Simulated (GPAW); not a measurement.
**Near-edge structure at the Ni K edge of ZnNi (Pm-3m)**

Aim: the near-edge shape at the Ni K edge of ZnNi (Pm-3m), and what the core hole does to it.

Program: GPAW 26.7.0. Level of theory: X-ray absorption from dipole matrix elements to empty bands, plane-wave PAW LDA. Results are calculated unless marked as measured.

Report form: the programs' logs are mostly left out.

The database entry behind the starting cell is an old determination (1936), so it need not match the best structure at ambient conditions.

## Step 1: The starting structure

The structure is cubic, space group Pm-3m (No. 221). The conventional cell has a = 2.908 Å, b = 2.908 Å, c = 2.908 Å, α = 90.00°, β = 90.00°, γ = 90.00°. Zn has 8 Ni at 2.52 Å nearest. Nearest to Ni lie 8 Zn at 2.52 Å. Farther neighbours are not listed.

Structure file:

```cif
data_structure
_symmetry_space_group_name_H-M 'Pm-3m'
_symmetry_Int_Tables_number 221
_cell_length_a 2.9083
_cell_length_b 2.9083
_cell_length_c 2.9083
_cell_angle_alpha 90.000
_cell_angle_beta 90.000
_cell_angle_gamma 90.000
_cell_volume 24.60
loop_
_atom_site_label
_atom_site_type_symbol
_atom_site_symmetry_multiplicity
_atom_site_Wyckoff_symbol
_atom_site_fract_x
_atom_site_fract_y
_atom_site_fract_z
_atom_site_occupancy
Zn1 Zn 1 b 0.50000 0.50000 0.50000 1
Ni1 Ni 1 a 0.00000 0.00000 0.00000 1
```

## Step 2: The field without a hole

The ground state comes first: it tells whether the system has a gap, which decides how the excited electron is treated.

scf.py reads:

```python
import numpy as np
from ase import Atoms
from ase.parallel import parprint, paropen
from gpaw import GPAW, PW, FermiDirac, Mixer, MixerDif, setup_paths
from gpaw.test import gen
setup_paths.insert(0, '.')
gen('Ni', name='nch1s', xcname='LDA', corehole=(1, 0, 0), write_xml=True)
from gpaw.mpi import world
world.barrier()

atoms = Atoms('ZnNi',
    cell=[[2.9083, 0, 0],
     [0, 2.9083, 0],
     [0, 0, 2.9083]],
    scaled_positions=[[0.5, 0.5, 0.5],
     [0, 0, 0]],
    magmoms=[0.0, 2.0],
    pbc=True)
atoms.calc = calc = GPAW(legacy_gpaw=True, mode=PW(430, force_complex_dtype=True), xc='LDA', setups={1: 'nch1s'},
    kpts={'size': (9, 9, 9), 'gamma': True}, occupations=FermiDirac(0.05),
    charge=0, mixer=MixerDif(0.05, 8, 50), maxiter=150,
    convergence={'density': 0.0001, 'eigenstates': 1e-6}, txt='scf.txt')
energy = atoms.get_potential_energy() + calc.get_reference_energy()
ef = calc.get_fermi_level()
out = dict(energy=energy, fermi=ef, forces=atoms.get_forces().tolist(), magmoms=atoms.get_magnetic_moments().tolist())
parprint(f'all-electron energy {energy:.4f} eV, Fermi level {ef:.4f} eV')
ev = np.array([[calc.get_eigenvalues(k, s) for k in range(len(calc.get_ibz_k_points()))] for s in range(calc.get_number_of_spins())])
out['homo'], out['lumo'], out['counts'] = ev[ev < ef].max(), ev[ev > ef].min(), sorted(set((ev < ef).sum((0, 2)).tolist()))
out['filled'] = (ev[:, 0] < ef).sum(1).tolist()
import json
with paropen('out.json', 'w') as f:
    json.dump(out, f)
```

Launch:

```
> OMP_NUM_THREADS=1 mpirun -n 4 gpaw python scf.py
```

It took 8.4 s on 4 MPI ranks of AMD EPYC 7R13 (Zen 3), shared host; peak memory 0.19 GiB.

The mesh shows no gap, so the system is treated as a metal and the core electron is put at the Fermi level (neutral cell).

## Step 3: Spectrum without a core hole, Ni atom 2

Without a hole the spectrum is the empty density of states of the right symmetry on the absorber, weighted by matrix elements. It needs only the small cell and serves as the baseline. The data set with a hole of occupation 0 only carries the core orbital.

The absorber has 8 Zn at 2.52 Å and 6 Ni at 2.91 Å (cube and octahedron, as in bcc, site symmetry m-3m).

xas.py reads:

```python
import numpy as np
from ase import Atoms
from ase.parallel import parprint, paropen
from gpaw import GPAW, PW, FermiDirac, Mixer, MixerDif, setup_paths
from gpaw.test import gen
setup_paths.insert(0, '.')
gen('Ni', name='nch1s', xcname='LDA', corehole=(1, 0, 0), write_xml=True)
from gpaw.mpi import world
world.barrier()

atoms = Atoms('ZnNi',
    cell=[[2.9083, 0, 0],
     [0, 2.9083, 0],
     [0, 0, 2.9083]],
    scaled_positions=[[0.5, 0.5, 0.5],
     [0, 0, 0]],
    magmoms=[0.0, 2.0],
    pbc=True)
atoms.calc = calc = GPAW(legacy_gpaw=True, mode=PW(430, force_complex_dtype=True), xc='LDA', setups={1: 'nch1s'},
    kpts={'size': (12, 12, 12), 'gamma': True}, occupations=FermiDirac(0.1),
    charge=0, mixer=MixerDif(0.05, 8, 50), maxiter=150,
    convergence={'density': 0.0001, 'eigenstates': 1e-6}, txt='scf.txt')
energy = atoms.get_potential_energy() + calc.get_reference_energy()
ef = calc.get_fermi_level()
out = dict(energy=energy, fermi=ef, forces=atoms.get_forces().tolist(), magmoms=atoms.get_magnetic_moments().tolist())
parprint(f'all-electron energy {energy:.4f} eV, Fermi level {ef:.4f} eV')
ev = np.array([[calc.get_eigenvalues(k, s) for k in range(len(calc.get_ibz_k_points()))] for s in range(calc.get_number_of_spins())])
out['homo'], out['lumo'], out['counts'] = ev[ev < ef].max(), ev[ev > ef].min(), sorted(set((ev < ef).sum((0, 2)).tolist()))
out['filled'] = (ev[:, 0] < ef).sum(1).tolist()

from ase.units import Ha
from gpaw.xas import dipole_matrix_elements
nb = int(calc.get_number_of_electrons() / 2) + 23
top = nb
nscf = calc.fixed_density(kpts={'size': (9, 9, 9), 'gamma': True},
    convergence={'eigenstates': 1.0}, txt='nscf.txt')
nscf.diagonalize_full_hamiltonian(nbands=nb)
cell = atoms.cell.array
ops = [cell.T @ U.T @ np.linalg.inv(cell.T) for U in nscf.wfs.kd.symmetry.op_scc]
E = np.arange(-25, 34, 0.1)
fwhm = np.interp(E, [4, 25], [1.44, 3.5])
Y, X, zero, highest = 0, 0, 1e9, 1e9
for spin in range(nscf.get_number_of_spins()):
    wfs = nscf.wfs
    mine = wfs.bd.get_slice()  # this rank's bands
    A = dipole_matrix_elements(wfs.setups[1])
    eps = np.zeros((wfs.kd.nibzkpts, nb))
    d = np.zeros((3, A.shape[1], wfs.kd.nibzkpts, nb), complex)
    for kpt in wfs.kpt_u:
        if kpt.s == spin and 1 in kpt.P_ani:
            eps[kpt.k, mine] = kpt.eps_n * Ha
            d[:, :, kpt.k, mine] = (kpt.weight * wfs.nspins / 2) ** 0.5 * np.inner(A, kpt.P_ani[1])
    world.sum(eps)
    world.sum(d)
    T = np.einsum('amkn,bmkn->abkn', d, d.conj()).real
    T = sum(np.einsum('ai,ijkn,bj->abkn', R, T, R) for R in ops) / len(ops)
    empty = eps > ef
    zero, highest = min(zero, eps[empty].min()), min(highest, eps[:, top - 1].min())
    lines = [(eps, T, empty)] if spin == 0 else lines + [(eps, T, empty)]
for eps, T, empty in lines:
    f = np.einsum('aakn->akn', T).reshape(3, -1)
    x = eps.ravel() - zero
    w = np.interp(x, E, fwhm) / 2.35482
    g = np.exp(-0.5 * ((E[:, None] - x) / w) ** 2) / (w * (2 * np.pi) ** 0.5)
    Y = Y + (f * empty.ravel()) @ g.T
    X = X + (f * ~empty.ravel()) @ g.T
out.update(E=E.round(2).tolist(), xas=Y.tolist(), xes=X.tolist(), zero=zero, valid=highest - zero, nk=len(eps), nb=nb)
for i in range(0, len(E), 10):
    parprint(f'{E[i]:7.2f}', *(f'{v:10.3e}' for v in Y[:, i]))
import json
with paropen('out.json', 'w') as f:
    json.dump(out, f)
```

Launch:

```
> OMP_NUM_THREADS=1 mpirun -n 4 gpaw python xas.py
```

Run time: 14 s. Hardware: 4 MPI ranks; peak memory 0.24 GiB.

The Ni K spectrum, Ni atom 2, no core hole (energy from the lowest empty level; intensity scaled to a mean of 1 over the first 20 eV):

```csv
E (eV),intensity
-2.0,0.00
-1.5,0.01
-1.0,0.04
-0.5,0.13
0.0,0.30
0.5,0.46
1.0,0.56
1.5,0.53
2.0,0.45
2.5,0.44
3.0,0.44
3.5,0.44
4.0,0.49
4.5,0.59
5.0,0.70
5.5,0.78
6.0,0.84
6.5,0.89
7.0,0.90
7.5,0.89
8.0,0.91
8.5,0.97
9.0,1.00
9.5,0.98
10.0,0.95
10.5,0.95
11.0,0.99
11.5,1.03
12.0,1.04
12.5,1.03
13.0,1.06
13.5,1.14
14.0,1.25
14.5,1.36
15.0,1.46
15.5,1.56
16.0,1.65
16.5,1.72
17.0,1.74
17.5,1.67
18.0,1.55
18.5,1.41
19.0,1.27
19.5,1.17
20.0,1.07
20.5,0.97
21.0,0.88
21.5,0.80
22.0,0.76
22.5,0.76
23.0,0.79
23.5,0.84
24.0,0.89
24.5,0.93
25.0,0.96
25.5,0.98
26.0,0.99
26.5,0.99
27.0,0.98
27.5,0.98
28.0,0.97
28.5,0.98
29.0,0.98
29.5,0.99
30.0,0.99
30.5,1.00
31.0,1.00
31.5,1.01
32.0,1.03
```

Main maxima below 30 eV (height): 1.1 eV (0.56), 9.0 eV (1.00) and 16.8 eV (1.74). A K edge sees empty p states, which here mix into the lowest empty bands, so that weight starts at the zero.

The same matrix elements for filled bands give the Ni K emission of Ni atom 2 (ground-state approximation; energy from the lowest empty level, largest value 1):

```csv
E (eV),emission
-24.00,0.00
-23.25,0.00
-22.50,0.00
-21.75,0.00
-21.00,0.00
-20.25,0.00
-19.50,0.00
-18.75,0.00
-18.00,0.00
-17.25,0.00
-16.50,0.00
-15.75,0.00
-15.00,0.00
-14.25,0.00
-13.50,0.00
-12.75,0.00
-12.00,0.00
-11.25,0.00
-10.50,0.00
-9.75,0.03
-9.00,0.12
-8.25,0.38
-7.50,0.70
-6.75,0.59
-6.00,0.43
-5.25,0.52
-4.50,0.61
-3.75,0.62
-3.00,0.79
-2.25,0.99
-1.50,0.85
-0.75,0.56
0.00,0.28
0.75,0.06
1.50,0.00
2.25,0.00
3.00,0.00
```

Emission maxima: -7.4 eV (0.72) and -2.2 eV (1.00).

## Step 4: Reference energy of the supercell

The photon energy needs a difference of total energies, so the cell and mesh of the coming hole run are first run without a hole.

scf.py: that of step 2 with these lines changed.

```diff
@@ -10,12 +10,26 @@
 
-atoms = Atoms('ZnNi',
-    cell=[[2.9083, 0, 0],
-     [0, 2.9083, 0],
-     [0, 0, 2.9083]],
-    scaled_positions=[[0.5, 0.5, 0.5],
-     [0, 0, 0]],
-    magmoms=[0.0, 2.0],
+atoms = Atoms('Zn8Ni8',
+    cell=[[5.8166, 0, 0],
+     [0, 5.8166, 0],
+     [0, 0, 5.8166]],
+    scaled_positions=[[0.25, 0.25, 0.25],
+     [0.25, 0.25, 0.75],
+     [0.25, 0.75, 0.25],
+     [0.75, 0.25, 0.25],
+     [0.25, 0.75, 0.75],
+     [0.75, 0.25, 0.75],
+     [0.75, 0.75, 0.25],
+     [0.75, 0.75, 0.75],
+     [0, 0, 0],
+     [0, 0, 0.5],
+     [0, 0.5, 0],
+     [0.5, 0, 0],
+     [0, 0.5, 0.5],
+     [0.5, 0, 0.5],
+     [0.5, 0.5, 0],
+     [0.5, 0.5, 0.5]],
+    magmoms=[0.0, 0.0, 0.0, 0.0, 0.0, 0.0, 0.0, 0.0, 2.0, 2.0, 2.0, 2.0, 2.0, 2.0, 2.0, 2.0],
     pbc=True)
-atoms.calc = calc = GPAW(legacy_gpaw=True, mode=PW(430, force_complex_dtype=True), xc='LDA', setups={1: 'nch1s'},
-    kpts={'size': (9, 9, 9), 'gamma': True}, occupations=FermiDirac(0.05),
+atoms.calc = calc = GPAW(legacy_gpaw=True, mode=PW(430, force_complex_dtype=True), xc='LDA', setups={8: 'nch1s'},
+    kpts={'size': (4, 4, 4), 'gamma': True}, occupations=FermiDirac(0.1),
     charge=0, mixer=MixerDif(0.05, 8, 50), maxiter=150,
```

Launch:

```
> OMP_NUM_THREADS=1 mpirun -n 4 gpaw python scf.py
```

The job ended after 89 s (4 MPI ranks; peak memory 0.39 GiB; 5.9 min of CPU time).

Reference energy: -720794.433 eV with the cores included.

## Step 5: Spectrum with XCH, Ni atom 2

The holes are 5.8 Å apart. In GPAW the data set carries the hole's charge, so charge=0 means a charged cell and charge=-1 a neutral one. The excited electron is kept in the cell, where it fills the lowest empty states and screens the hole. After the field has converged, empty bands are computed with the density fixed and the dipole matrix elements are summed.

xas.py: that of step 3 with these lines changed.

```diff
@@ -6,3 +6,3 @@
 setup_paths.insert(0, '.')
-gen('Ni', name='nch1s', xcname='LDA', corehole=(1, 0, 0), write_xml=True)
+gen('Ni', name='fch1s', xcname='LDA', corehole=(1, 0, 1), write_xml=True)
 from gpaw.mpi import world
@@ -10,13 +10,27 @@
 
-atoms = Atoms('ZnNi',
-    cell=[[2.9083, 0, 0],
-     [0, 2.9083, 0],
-     [0, 0, 2.9083]],
-    scaled_positions=[[0.5, 0.5, 0.5],
-     [0, 0, 0]],
-    magmoms=[0.0, 2.0],
+atoms = Atoms('Zn8Ni8',
+    cell=[[5.8166, 0, 0],
+     [0, 5.8166, 0],
+     [0, 0, 5.8166]],
+    scaled_positions=[[0.25, 0.25, 0.25],
+     [0.25, 0.25, 0.75],
+     [0.25, 0.75, 0.25],
+     [0.75, 0.25, 0.25],
+     [0.25, 0.75, 0.75],
+     [0.75, 0.25, 0.75],
+     [0.75, 0.75, 0.25],
+     [0.75, 0.75, 0.75],
+     [0, 0, 0],
+     [0, 0, 0.5],
+     [0, 0.5, 0],
+     [0.5, 0, 0],
+     [0, 0.5, 0.5],
+     [0.5, 0, 0.5],
+     [0.5, 0.5, 0],
+     [0.5, 0.5, 0.5]],
+    magmoms=[0.0, 0.0, 0.0, 0.0, 0.0, 0.0, 0.0, 0.0, 2.0, 2.0, 2.0, 2.0, 2.0, 2.0, 2.0, 2.0],
     pbc=True)
-atoms.calc = calc = GPAW(legacy_gpaw=True, mode=PW(430, force_complex_dtype=True), xc='LDA', setups={1: 'nch1s'},
-    kpts={'size': (12, 12, 12), 'gamma': True}, occupations=FermiDirac(0.1),
-    charge=0, mixer=MixerDif(0.05, 8, 50), maxiter=150,
+atoms.calc = calc = GPAW(legacy_gpaw=True, mode=PW(430, force_complex_dtype=True), xc='LDA', setups={8: 'fch1s'},
+    kpts={'size': (4, 4, 4), 'gamma': True}, occupations=FermiDirac(0.1),
+    charge=-1, mixer=MixerDif(0.05, 8, 50), maxiter=150,
     convergence={'density': 0.0001, 'eigenstates': 1e-6}, txt='scf.txt')
@@ -32,10 +46,9 @@
 from gpaw.xas import dipole_matrix_elements
-nb = int(calc.get_number_of_electrons() / 2) + 23
-top = nb
-nscf = calc.fixed_density(kpts={'size': (9, 9, 9), 'gamma': True},
-    convergence={'eigenstates': 1.0}, txt='nscf.txt')
-nscf.diagonalize_full_hamiltonian(nbands=nb)
+nb = int(calc.get_number_of_electrons() / 2) + 160
+top, nb = nb, nb + 8 + nb // 12
+nscf = calc.fixed_density(kpts={'size': (5, 5, 5), 'gamma': True}, nbands=nb,
+    convergence={'bands': top, 'eigenstates': 5e-3}, maxiter=60, txt='nscf.txt')
 cell = atoms.cell.array
 ops = [cell.T @ U.T @ np.linalg.inv(cell.T) for U in nscf.wfs.kd.symmetry.op_scc]
-E = np.arange(-25, 34, 0.1)
+E = np.arange(-6, 34, 0.1)
 fwhm = np.interp(E, [4, 25], [1.44, 3.5])
@@ -45,3 +58,3 @@
     mine = wfs.bd.get_slice()  # this rank's bands
-    A = dipole_matrix_elements(wfs.setups[1])
+    A = dipole_matrix_elements(wfs.setups[8])
     eps = np.zeros((wfs.kd.nibzkpts, nb))
@@ -49,5 +62,5 @@
     for kpt in wfs.kpt_u:
-        if kpt.s == spin and 1 in kpt.P_ani:
+        if kpt.s == spin and 8 in kpt.P_ani:
             eps[kpt.k, mine] = kpt.eps_n * Ha
-            d[:, :, kpt.k, mine] = (kpt.weight * wfs.nspins / 2) ** 0.5 * np.inner(A, kpt.P_ani[1])
+            d[:, :, kpt.k, mine] = (kpt.weight * wfs.nspins / 2) ** 0.5 * np.inner(A, kpt.P_ani[8])
     world.sum(eps)
```

Launch:

```
> OMP_NUM_THREADS=1 mpirun -n 4 gpaw python xas.py
```

The job ended after 3 min (4 MPI ranks; peak memory 0.58 GiB).

The Ni K spectrum, Ni atom 2, excited-electron core hole (neutral cell) (energy from the lowest empty level; intensity scaled to a mean of 1 over the first 20 eV):

```csv
E (eV),intensity
-2.0,0.00
-1.5,0.00
-1.0,0.03
-0.5,0.14
0.0,0.33
0.5,0.50
1.0,0.57
1.5,0.56
2.0,0.49
2.5,0.41
3.0,0.39
3.5,0.47
4.0,0.57
4.5,0.65
5.0,0.74
5.5,0.83
6.0,0.89
6.5,0.91
7.0,0.93
7.5,0.97
8.0,0.99
8.5,1.00
9.0,1.00
9.5,1.01
10.0,1.02
10.5,1.01
11.0,1.00
11.5,1.00
12.0,1.03
12.5,1.07
13.0,1.13
13.5,1.19
14.0,1.28
14.5,1.38
15.0,1.49
15.5,1.58
16.0,1.62
16.5,1.62
17.0,1.58
17.5,1.51
18.0,1.42
18.5,1.30
19.0,1.16
19.5,1.02
20.0,0.90
20.5,0.81
21.0,0.75
21.5,0.73
22.0,0.73
22.5,0.74
23.0,0.76
23.5,0.78
24.0,0.80
24.5,0.83
25.0,0.86
25.5,0.90
26.0,0.92
26.5,0.94
27.0,0.94
27.5,0.93
28.0,0.92
28.5,0.90
29.0,0.88
29.5,0.87
30.0,0.87
30.5,0.89
31.0,0.92
31.5,0.96
32.0,1.00
```

Main maxima below 30 eV (height): 1.2 eV (0.57), 16.2 eV (1.62) and 26.9 eV (0.94). 

The total-energy difference is 8311.52 eV.

## Step 6: Spectrum with HCH, Ni atom 2

The holes are 5.8 Å apart. The data set carries half a charge, which charge=0 leaves uncompensated but for the background. Half a hole is Slater's transition state, a compromise that weakens the attraction. After the field has converged, empty bands are computed with the density fixed and the dipole matrix elements are summed.

Changed against the first core-hole run: core hole from full to half.

xas.py: that of step 5 with these lines changed.

```diff
@@ -6,3 +6,3 @@
 setup_paths.insert(0, '.')
-gen('Ni', name='fch1s', xcname='LDA', corehole=(1, 0, 1), write_xml=True)
+gen('Ni', name='hch1s', xcname='LDA', corehole=(1, 0, 0.5), write_xml=True)
 from gpaw.mpi import world
@@ -32,5 +32,5 @@
     pbc=True)
-atoms.calc = calc = GPAW(legacy_gpaw=True, mode=PW(430, force_complex_dtype=True), xc='LDA', setups={8: 'fch1s'},
+atoms.calc = calc = GPAW(legacy_gpaw=True, mode=PW(430, force_complex_dtype=True), xc='LDA', setups={8: 'hch1s'},
     kpts={'size': (4, 4, 4), 'gamma': True}, occupations=FermiDirac(0.1),
-    charge=-1, mixer=MixerDif(0.05, 8, 50), maxiter=150,
+    charge=0, mixer=MixerDif(0.05, 8, 50), maxiter=150,
     convergence={'density': 0.0001, 'eigenstates': 1e-6}, txt='scf.txt')
```

Run time: 3.2 min. Hardware: 4 MPI ranks; peak memory 0.57 GiB.

```csv
E (eV),first run,this run
-2.0,0.00,0.00
-1.0,0.03,0.03
0.0,0.33,0.28
1.0,0.57,0.55
2.0,0.49,0.52
3.0,0.39,0.38
4.0,0.57,0.52
5.0,0.74,0.67
6.0,0.89,0.84
7.0,0.93,0.90
8.0,0.99,0.96
9.0,1.00,0.98
10.0,1.02,1.00
11.0,1.00,1.00
12.0,1.03,1.01
13.0,1.13,1.09
14.0,1.28,1.22
15.0,1.49,1.43
16.0,1.62,1.63
17.0,1.58,1.68
18.0,1.42,1.56
19.0,1.16,1.32
20.0,0.90,1.04
21.0,0.75,0.84
22.0,0.73,0.78
23.0,0.76,0.80
24.0,0.80,0.84
25.0,0.86,0.89
26.0,0.92,0.96
27.0,0.94,0.99
28.0,0.92,0.98
29.0,0.88,0.94
30.0,0.87,0.93
31.0,0.92,0.96
32.0,1.00,1.04
```

Against the first run the r.m.s. difference is 7 %. The highest intensity below 24 eV goes from 16.2 eV (1.62) to 16.8 eV (1.68).

## Step 7: What the core hole does

Both curves are counted from their own zero, so only the shift of weight within the empty states shows.

```csv
E (eV),no hole,XCH
-2.0,0.00,0.00
-1.0,0.04,0.03
0.0,0.30,0.33
1.0,0.56,0.57
2.0,0.45,0.49
3.0,0.44,0.39
4.0,0.49,0.57
5.0,0.70,0.74
6.0,0.84,0.89
7.0,0.90,0.93
8.0,0.91,0.99
9.0,1.00,1.00
10.0,0.95,1.02
11.0,0.99,1.00
12.0,1.04,1.03
13.0,1.06,1.13
14.0,1.25,1.28
15.0,1.46,1.49
16.0,1.65,1.62
17.0,1.74,1.58
18.0,1.55,1.42
19.0,1.27,1.16
20.0,1.07,0.90
21.0,0.88,0.75
22.0,0.76,0.73
23.0,0.79,0.76
24.0,0.89,0.80
25.0,0.96,0.86
26.0,0.99,0.92
27.0,0.98,0.94
28.0,0.97,0.92
29.0,0.98,0.88
30.0,0.99,0.87
31.0,1.00,0.92
32.0,1.03,1.00
```

With each curve scaled to its own mean, the area from −2 to 6 eV with the hole is 3.6 against 3.4, and the centre of weight from −1 to 20 eV moves by -0.2 eV (first and strongest maxima below 20 eV: 1.1 eV (0.56), 9.0 eV (1.00) and 16.8 eV (1.74) without the hole, 1.2 eV (0.57) and 16.2 eV (1.62) with it), a small effect on these measures.

## Step 8: What came out

```json
{
 "absorber and edge": "Ni K, atom 2 of the ground-state input (counted from 1)",
 "surroundings": "8 Zn at 2.52 Å and 6 Ni at 2.91 Å (cube and octahedron, as in bcc, site symmetry m-3m)",
 "highest intensity below 24 eV": "16.2 eV above the zero, height 1.62",
 "photon energy of the zero (spin-polarised hole, raw)": "8311.5 eV (LDA puts this hole about 18 eV below PBE, itself good to a few eV)"
}
```

What this shows: The Ni K edge of atom 2, with 8 Zn at 2.52 Å and 6 Ni at 2.91 Å (cube and octahedron, as in bcc, site symmetry m-3m), has its highest intensity of the first 24 eV at 16.2 eV above the zero, near 8328 eV in photon energy (LDA puts this hole about 18 eV below PBE, itself good to a few eV), 1.6 times the mean level of the first 20 eV (Gaussian full width 1.44 eV up to 4 eV, rising linearly to 3.5 eV at 25 eV). With each curve scaled to its own mean, the area from −2 to 6 eV with the hole is 3.6 against 3.4, and the centre of weight from −1 to 20 eV moves by -0.2 eV (first and strongest maxima below 20 eV: 1.1 eV (0.56), 9.0 eV (1.00) and 16.8 eV (1.74) without the hole, 1.2 eV (0.57) and 16.2 eV (1.62) with it), a small effect on these measures. Changing the core hole from full to half alters the shape by 7 % r.m.s., so the result is insensitive to this choice. The strongest dipole feature below the main edge lies at 1.2 eV (height 0.57); the site has an inversion centre, so it comes from p states mixed with the neighbours' empty states, not from local p–d mixing. The hole lies in one spin channel, while the script sums the empty states of both and takes the lower zero; where the two channels are split, this blurs and shifts the curve. Quadrupole 1s→3d transitions, which feed the pre-edge, are not in the dipole spectrum. The starting moments shrank to 0.01 μB or less, so this is hardly a magnetic state. The holes are only 5.8 Å apart, so the shape is probably not converged with cell size; no larger cell was run here. The structure is a published determination, not relaxed.

[Logs are printed without paths, hosts, clocks, repeated set-up lines and the standing remarks that a program may print on its own settings, such as how far it seeks lower states.]

[Hosts, paths, dates, database ids (printed as entryN), source tags and the programs' standing remarks are cut or masked in the printed files.]

[Lists of maxima count a maximum above −3 eV only where it reaches 4 % of the highest in the window and stands out from its surroundings by 2 % of it (1.5 % where it reaches 55 %); shoulders and weaker maxima are passed over, and of the rest the first, up to two pre-edge ones and the few strongest are named.]
